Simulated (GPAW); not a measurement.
**Optical response of Re**

Aim: the dielectric function of Re, and the optical constants that follow from it.

Main program and level: GPAW 26.7.0; DFT, PBE, plane-wave PAW (GPAW data sets), scalar-relativistic, RPA, optical limit.

### Step 1. The structure

Symmetry: P6_3/mmc, No. 194, hexagonal system. Conventional cell: a = 2.761 Å, b = 2.761 Å, c = 4.458 Å, α = 90.00°, β = 90.00°, γ = 120.00°. Nearest to Re lie 12 Re at 2.74 to 2.76 Å.

Coordinates:

```cif
data_structure
_symmetry_space_group_name_H-M 'P 1'
_symmetry_Int_Tables_number 1
_cell_length_a 2.7608
_cell_length_b 2.7608
_cell_length_c 4.4582
_cell_angle_alpha 90.000
_cell_angle_beta 90.000
_cell_angle_gamma 120.000
_cell_volume 29.43
loop_
_atom_site_label
_atom_site_type_symbol
_atom_site_fract_x
_atom_site_fract_y
_atom_site_fract_z
_atom_site_occupancy
Re1 Re 0.66667 0.33333 0.75000 1
Re2 Re 0.33333 0.66667 0.25000 1
```

### Step 2. Bands for the response

At the fixed density, many empty bands are solved on the mesh of the response, since the spectrum sums over them.

This step: DFT, PBE, plane-wave PAW (GPAW data sets), scalar-relativistic, bands at fixed density (GPAW 26.7.0).

nscf.py reads:

```python
from ase.dft.bandgap import bandgap
from gpaw import GPAW, FermiDirac

calc = GPAW('gs.gpw').fixed_density(kpts={'size': (18, 18, 10), 'gamma': True}, nbands=36, convergence={'bands': 30},
                                    occupations=FermiDirac(0.05), txt='nscf.txt')
print('gap (eV)', bandgap(calc, output=None)[0])
print('direct gap (eV)', bandgap(calc, direct=True, output=None)[0])
print('top band over the Fermi level (eV)', min(calc.get_eigenvalues(kpt=k)[29] for k in range(len(calc.get_ibz_k_points()))) - calc.get_fermi_level())
calc.write('full.gpw', mode='all')
```

Launch:

```
> OMP_NUM_THREADS=1 python nscf.py
```

Numbers of over 12 decimals in the logs are rounded to 6 here.

What it wrote:

```text
Diagonalizing LCAO Hamiltonian
Converting LCAO to pw mode
convergence criteria:
- Maximum integral of absolute [eigenst]ate change: 4e-08 eV^2 / valence electron
maximum number of iterations: 150

SCF iterations
|iter     |      energy | eigst |  dens |
|iter:   1||             | +2.74 |       |
|iter:   2||             | +0.64 |       |
|iter:   3||             | -0.63 |       |
|iter:   4||             | -1.65 |       |
|iter:   5||             | -2.70 |       |
|iter:   6||             | -3.68 |       |
|iter:   7||             | -4.51 |       |
|iter:   8||             | -5.00 |       |
|iter:   9||             | -5.45 |       |
|iter:  10||             | -5.84 |       |
|iter:  11||             | -6.21 |       |
|iter:  12||             | -6.56 |       |
|iter:  13||             | -6.88 |       |
|iter:  14||             | -7.14 |       |
|iter:  15||             | -7.36 |       |
|iter:  16||             | -7.53c|       |
SCF steps: 16
  __  _  _
 | _ |_)|_||  |
 |__||  | ||/\| - 26.7.0

Versions:
  Python: 3.12.14
  ASE:    3.29.0
  Numpy:  2.5.5
  Scipy:  1.18.1
  Libxc:  7.0.0

Input parameters:
  mode=PW(ecut=500.0),
  convergence={'bands': 30},
  gpts=array([15, 15, 24]),
  kpts=MonkhorstPack(size=(18, 18, 10), gamma=True),
  maxiter=150,
  nbands=36,
  occupations=Occupations(name='fermi-dirac', width=0.05, fixmagmom=False),
  parallel={},
  xc=XC(name='PBE')

--- standard output ---
gap (eV) 0.0
direct gap (eV) 0.0
top band over the Fermi level (eV) 27.542339
```

It took 3.9 min on 1 thread of Arm Neoverse V1, shared host; peak memory 0.33 GiB.

### Step 3. Dielectric function, RPA

Transitions between filled and empty bands, summed over the zone, give the optical response, so mesh, band count and broadening shape it.

The induced potential is part of this response.

This step: DFT, PBE, plane-wave PAW (GPAW data sets), scalar-relativistic, RPA, optical limit (GPAW 26.7.0).

df.py reads:

```python
from gpaw.response.df import DielectricFunction

df = DielectricFunction('full.gpw', frequencies={'type': 'nonlinear', 'domega0': 0.03, 'omega2': 8},
                        ecut=50,
                        eta=0.15,
                        nbands=30,
                        rate=0.05,
                        txt='df.txt')
for direction in ['x', 'z']:
    df.get_dielectric_function(xc='RPA', direction=direction, filename=f'df_{direction}.csv')
```

Launch:

```
> OMP_NUM_THREADS=1 python df.py
```

What it wrote:

```text
Using integrator: PointIntegrator
NonLinearFrequencyDescriptor(from 0.000 to 75.033 eV, 513 points)
Nonperiodic BCs:  [False False False]
Using integrator: PointIntegrator
NonLinearFrequencyDescriptor(from 0.000 to 75.033 eV, 513 points)
Nonperiodic BCs:  [False False False]
Using integrator: PointIntegrator

Calculating chi0 body with:
    Ground state adapter containing:
    Number of spins: 1
    Number of kpoints: 3240
    Number of irreducible kpoints: 330
    Number of completely occupied states: 10
    Number of partially occupied states: 16

    Linear response parametrization:
    q_c: [0.0, 0.0, 0.0]
    Number of frequency points: 513
    Planewave cutoff: 50.0
    Number of bands: 30
    Number of planewaves: 23
    Broadening (eta): 0.15

Integrating chi0 body.

Symmetries of q_c:
    Direct symmetries (Uq -> q): 12
    Indirect symmetries (TUq -> q): 0
In total 12 allowed symmetries.

330 groups of equivalent kpoints. 89.814815% reduction.

Integral kind: spectral function

Calculating chi0 optical extensions with:
    Ground state adapter containing:
    Number of spins: 1
    Number of kpoints: 3240
    Number of irreducible kpoints: 330
    Number of completely occupied states: 10
    Number of partially occupied states: 16

    Linear response parametrization:
    Number of frequency points: 513
    Planewave cutoff: 50.0
    Number of bands: 30
    Number of planewaves: 23
    Broadening (eta): 0.15
Integrating chi0 head and wings.

Symmetries of q_c:
    Direct symmetries (Uq -> q): 12
    Indirect symmetries (TUq -> q): 0
In total 12 allowed symmetries.

330 groups of equivalent kpoints. 89.814815% reduction.

Integral kind: spectral function wings

Calculating drude chi0 with:
    Number of frequency points:513
    Plasma frequency decay rate: 0.05 eV

    Ground state adapter containing:
    Number of spins: 1
    Number of kpoints: 3240
    Number of irreducible kpoints: 330
    Number of completely occupied states: 10
    Number of partially occupied states: 16

Symmetries of q_c:
    Direct symmetries (Uq -> q): 12
    Indirect symmetries (TUq -> q): 0
In total 12 allowed symmetries.

330 groups of equivalent kpoints. 89.814815% reduction.

Integral kind: intraband
Plasma frequency:
[[7.35-0.j 0.  +0.j 0.  +0.j]
 [0.  +0.j 7.35-0.j 0.  -0.j]
 [0.  +0.j 0.  +0.j 8.55+0.j]]
```

Elapsed: 36 s, on 1 thread; peak memory 0.22 GiB.

The Im ε has structure finer than the step of the table below, so its rows give means over 0.5 eV, whole bins alone (the curve runs from 0.305 to 14.0 eV). Peaks (eV: height): E ∥ x 2.59: 23.5, 4.29: 23.0; E ∥ z 3.02: 17.8, 5.32: 16.9.

Sum at mesh points, not converged in k. Im ε against photon energy; means over each step:

| photon energy (eV) | E ∥ x | E ∥ z |
| --- | --- | --- |
| 1.0 | 33.0 | 31.8 |
| 1.5 | 20.7 | 20.6 |
| 2.0 | 19.3 | 18.7 |
| 2.5 | 22.4 | 17.0 |
| 3.0 | 21.0 | 16.3 |
| 3.5 | 18.8 | 15.3 |
| 4.0 | 20.9 | 15.0 |
| 4.5 | 21.7 | 15.7 |
| 5.0 | 15.0 | 16.3 |
| 5.5 | 11.3 | 14.6 |
| 6.0 | 8.92 | 9.33 |
| 6.5 | 7.70 | 6.90 |
| 7.0 | 5.83 | 5.74 |
| 7.5 | 4.04 | 4.59 |
| 8.0 | 3.63 | 3.61 |
| 8.5 | 3.15 | 3.62 |
| 9.0 | 2.91 | 4.02 |
| 9.5 | 2.91 | 4.08 |
| 10.0 | 3.19 | 4.17 |
| 10.5 | 4.25 | 3.54 |
| 11.0 | 3.83 | 3.69 |
| 11.5 | 3.26 | 3.21 |
| 12.0 | 3.02 | 3.04 |
| 12.5 | 2.61 | 3.19 |
| 13.0 | 2.43 | 2.55 |
| 13.5 | 2.40 | 2.52 |

Values under 1 per cm are given as 1; sum at mesh points, not converged in k. Table of absorption coefficient by photon energy:

| photon energy (eV) | E ∥ x (1/cm) | E ∥ z (1/cm) |
| --- | --- | --- |
| 0.492 | 7.2e5 | 8.4e5 |
| 1.010 | 6.8e5 | 8.0e5 |
| 1.486 | 5.8e5 | 7.1e5 |
| 1.985 | 5.8e5 | 7.3e5 |
| 2.508 | 7.9e5 | 8.2e5 |
| 3.018 | 9.4e5 | 9.1e5 |
| 3.510 | 1.1e6 | 9.9e5 |
| 3.980 | 1.2e6 | 1.1e6 |
| 4.516 | 1.7e6 | 1.3e6 |
| 4.981 | 1.8e6 | 1.5e6 |
| 5.515 | 1.8e6 | 1.9e6 |
| 6.021 | 1.8e6 | 1.9e6 |
| 6.494 | 1.9e6 | 1.8e6 |
| 6.985 | 1.9e6 | 1.8e6 |
| 7.496 | 1.8e6 | 1.7e6 |
| 8.026 | 1.6e6 | 1.6e6 |
| 8.516 | 1.5e6 | 1.4e6 |
| 9.023 | 1.5e6 | 1.5e6 |
| 9.483 | 1.4e6 | 1.5e6 |
| 10.026 | 1.3e6 | 1.7e6 |
| 10.519 | 1.7e6 | 1.7e6 |
| 11.029 | 1.9e6 | 1.8e6 |
| 11.479 | 1.8e6 | 1.8e6 |
| 12.023 | 1.8e6 | 1.7e6 |
| 12.504 | 1.8e6 | 2.0e6 |
| 13.000 | 1.7e6 | 1.7e6 |
| 13.512 | 1.8e6 | 1.7e6 |

The loss function −Im 1/ε at q → 0 has structure finer than the step of the table below, so its rows give means over 0.5 eV, whole bins alone (the curve runs from 0.305 to 14.0 eV). Peaks (eV: height): E ∥ x 9.82: 0.355; E ∥ z 12.10: 0.319, 13.60: 0.384.

Sum at mesh points, not converged in k. The loss function −Im 1/ε at q → 0 by energy loss; means over each step:

| energy loss (eV) | E ∥ x | E ∥ z |
| --- | --- | --- |
| 1.0 | 0.0134 | 0.00755 |
| 1.5 | 0.0402 | 0.0278 |
| 2.0 | 0.0506 | 0.0475 |
| 2.5 | 0.0431 | 0.0571 |
| 3.0 | 0.0470 | 0.0613 |
| 3.5 | 0.0532 | 0.0654 |
| 4.0 | 0.0472 | 0.0664 |
| 4.5 | 0.0431 | 0.0637 |
| 5.0 | 0.0514 | 0.0604 |
| 5.5 | 0.0624 | 0.0559 |
| 6.0 | 0.0750 | 0.0663 |
| 6.5 | 0.0809 | 0.0886 |
| 7.0 | 0.0878 | 0.105 |
| 7.5 | 0.110 | 0.129 |
| 8.0 | 0.155 | 0.174 |
| 8.5 | 0.198 | 0.238 |
| 9.0 | 0.254 | 0.227 |
| 9.5 | 0.301 | 0.231 |
| 10.0 | 0.314 | 0.218 |
| 10.5 | 0.231 | 0.249 |
| 11.0 | 0.229 | 0.251 |
| 11.5 | 0.264 | 0.268 |
| 12.0 | 0.280 | 0.305 |
| 12.5 | 0.315 | 0.274 |
| 13.0 | 0.361 | 0.343 |
| 13.5 | 0.365 | 0.376 |

Sum at mesh points, not converged in k. Table of Im ε, E ∥ x by photon energy; read off at these points:

| photon energy (eV) | without local fields | with local fields |
| --- | --- | --- |
| 0.500 | 94.3 | 94.2 |
| 0.750 | 45.6 | 45.5 |
| 1.000 | 32.3 | 32.2 |
| 1.250 | 23.2 | 23.2 |
| 1.500 | 20.5 | 20.5 |
| 1.750 | 19.8 | 19.8 |
| 2.000 | 19.1 | 19.1 |
| 2.250 | 20.6 | 20.4 |
| 2.500 | 23.4 | 23.1 |
| 2.547 | 23.8 | 23.5 |
| 2.585 | 23.8 | 23.5 |
| 2.750 | 21.2 | 21.2 |
| 3.000 | 21.4 | 21.5 |
| 3.250 | 20.3 | 20.5 |
| 3.500 | 18.2 | 18.8 |
| 3.750 | 17.1 | 17.3 |
| 4.000 | 21.8 | 21.9 |
| 4.250 | 23.1 | 22.9 |
| 4.290 | 23.2 | 23.0 |
| 4.334 | 23.3 | 23.0 |
| 4.500 | 22.7 | 22.3 |
| 4.750 | 18.4 | 18.2 |
| 5.000 | 15.1 | 15.1 |
| 5.250 | 12.6 | 12.5 |
| 5.500 | 11.4 | 11.4 |
| 5.750 | 9.85 | 9.79 |
| 6.000 | 8.84 | 8.85 |
| 6.250 | 8.19 | 8.30 |
| 6.500 | 7.63 | 7.82 |
| 6.750 | 6.56 | 6.67 |
| 7.000 | 5.86 | 5.89 |
| 7.250 | 4.76 | 4.79 |
| 7.500 | 3.94 | 3.97 |
| 7.750 | 3.54 | 3.57 |
| 8.000 | 3.78 | 3.80 |
| 8.250 | 3.32 | 3.35 |
| 8.500 | 3.04 | 3.07 |
| 8.750 | 3.13 | 3.15 |
| 9.000 | 2.78 | 2.80 |
| 9.250 | 2.91 | 2.93 |
| 9.500 | 2.97 | 2.98 |
| 9.750 | 2.67 | 2.68 |
| 10.000 | 3.13 | 3.12 |
| 10.250 | 3.87 | 3.90 |
| 10.500 | 4.23 | 4.30 |
| 10.750 | 4.19 | 4.31 |
| 11.000 | 3.73 | 3.80 |
| 11.250 | 3.36 | 3.42 |
| 11.500 | 3.16 | 3.22 |
| 11.750 | 3.13 | 3.21 |
| 12.000 | 2.91 | 2.98 |
| 12.250 | 2.80 | 2.88 |
| 12.500 | 2.49 | 2.55 |
| 12.750 | 2.45 | 2.48 |
| 13.000 | 2.41 | 2.42 |
| 13.250 | 2.44 | 2.45 |
| 13.500 | 2.43 | 2.47 |
| 13.750 | 2.11 | 2.13 |

The reflectivity at normal incidence has structure finer than the step of the table below, so its rows give means over 0.25 eV, whole bins alone (the curve runs from 0.305 to 14.0 eV). Peaks (eV: height): E ∥ x 4.746: 62.8, 11.029: 38.6; E ∥ z 6.125: 62.7, 10.235: 39.3, 11.403: 38.7, 12.585: 37.5.

Sum at mesh points, not converged in k. Table of reflectivity at normal incidence by photon energy; means over each step:

| photon energy (eV) | E ∥ x (%) | E ∥ z (%) |
| --- | --- | --- |
| 0.50 | 93.8 | 95.9 |
| 0.75 | 89.2 | 92.9 |
| 1.00 | 82.7 | 89.1 |
| 1.25 | 74.7 | 83.0 |
| 1.50 | 62.6 | 72.7 |
| 1.75 | 55.9 | 65.9 |
| 2.00 | 51.1 | 60.0 |
| 2.25 | 50.8 | 56.8 |
| 2.50 | 53.2 | 55.6 |
| 2.75 | 53.2 | 50.2 |
| 3.00 | 52.8 | 50.8 |
| 3.25 | 53.2 | 50.4 |
| 3.50 | 52.2 | 49.5 |
| 3.75 | 49.3 | 48.0 |
| 4.00 | 52.9 | 47.9 |
| 4.25 | 56.3 | 48.9 |
| 4.50 | 59.9 | 50.1 |
| 4.75 | 62.5 | 50.6 |
| 5.00 | 62.3 | 52.7 |
| 5.25 | 61.4 | 56.0 |
| 5.50 | 61.2 | 60.4 |
| 5.75 | 60.6 | 61.9 |
| 6.00 | 59.3 | 62.5 |
| 6.25 | 58.3 | 60.7 |
| 6.50 | 59.5 | 58.5 |
| 6.75 | 60.5 | 57.0 |
| 7.00 | 60.8 | 56.8 |
| 7.25 | 62.1 | 55.7 |
| 7.50 | 60.5 | 54.1 |
| 7.75 | 56.4 | 52.8 |
| 8.00 | 51.7 | 50.2 |
| 8.25 | 51.9 | 43.4 |
| 8.50 | 48.1 | 36.9 |
| 8.75 | 44.4 | 35.8 |
| 9.00 | 42.4 | 36.5 |
| 9.25 | 36.2 | 35.5 |
| 9.50 | 35.2 | 33.9 |
| 9.75 | 30.0 | 35.6 |
| 10.00 | 25.3 | 36.5 |
| 10.25 | 27.6 | 38.8 |
| 10.50 | 31.7 | 36.4 |
| 10.75 | 35.8 | 33.8 |
| 11.00 | 38.3 | 34.4 |
| 11.25 | 37.6 | 37.0 |
| 11.50 | 36.2 | 37.4 |
| 11.75 | 36.3 | 33.9 |
| 12.00 | 36.5 | 31.9 |
| 12.25 | 36.6 | 31.2 |
| 12.50 | 36.8 | 36.2 |
| 12.75 | 33.7 | 36.4 |
| 13.00 | 32.5 | 32.5 |
| 13.25 | 30.8 | 30.7 |
| 13.50 | 32.8 | 28.2 |
| 13.75 | 32.3 | 26.6 |

At chosen wavelengths:

| wavelength (nm) | n x | k x | R (%) x | 1/α x | n z | k z | R (%) z | 1/α z |
| --- | --- | --- | --- | --- | --- | --- | --- | --- |
| 800 | 2.77 | 3.715 | 60.5 | 17 nm | 2.31 | 4.618 | 71.4 | 14 nm |
| 532 | 3.73 | 2.892 | 51.5 | 15 nm | 2.80 | 3.400 | 56.9 | 12 nm |
| 450 | 3.40 | 3.108 | 53.1 | 12 nm | 2.63 | 2.773 | 49.6 | 13 nm |
| 405 | 3.45 | 3.121 | 53.3 | 10 nm | 2.93 | 3.005 | 52.1 | 11 nm |
| 365 | 3.19 | 3.108 | 53.1 | 9.3 nm | 2.80 | 2.755 | 49.2 | 11 nm |
| 308 | 3.49 | 3.161 | 53.7 | 7.8 nm | 2.88 | 2.677 | 48.2 | 9.2 nm |
| 248 | 2.11 | 3.562 | 62.2 | 5.5 nm | 2.73 | 3.044 | 52.9 | 6.5 nm |

A polished face would reflect 54 % of daylight and look light grey (CIE x = 0.317, y = 0.334 under D65).

### Step 4. What came out

What this shows: At this level (PBE, RPA) Re is a metal. The mesh is too coarse to trust the carriers' weight, the reflectivity or the colour to better than tens of per cent. A polished face would reflect 54 % of daylight and look light grey (CIE x = 0.317, y = 0.334 under D65). The carriers' damping of 0.05 eV is typed, not computed; it shapes the response at the lowest energies. Spin-orbit coupling is left out although heavy atoms are present. In this version of GPAW the matrix elements of the optical limit are incomplete, which can lower ε − 1 by up to a tenth where first-row anions or d states rule, and shift it by more in d metals. GPAW's carrier term has the form −ωp²/(ω + i·rate)², which damps like twice the rate and fails at low energy, so the curves leave the lowest energies out. The sum runs over mesh points 0.15 Å⁻¹ apart with no interpolation, so peaks are partly noise of the mesh, and the Drude plasma energy, a sum over the Fermi surface, isn't converged.

[Machine, clock and banner lines and Python warnings are left out of the logs.]

[Logs are printed without paths, hosts, clocks, repeated set-up lines and the standing remarks that a program may print on its own settings, such as how far it seeks lower states.]

[Hosts, paths, dates, database ids (printed as entryN), source tags and the programs' standing remarks are cut or masked in the printed files.]
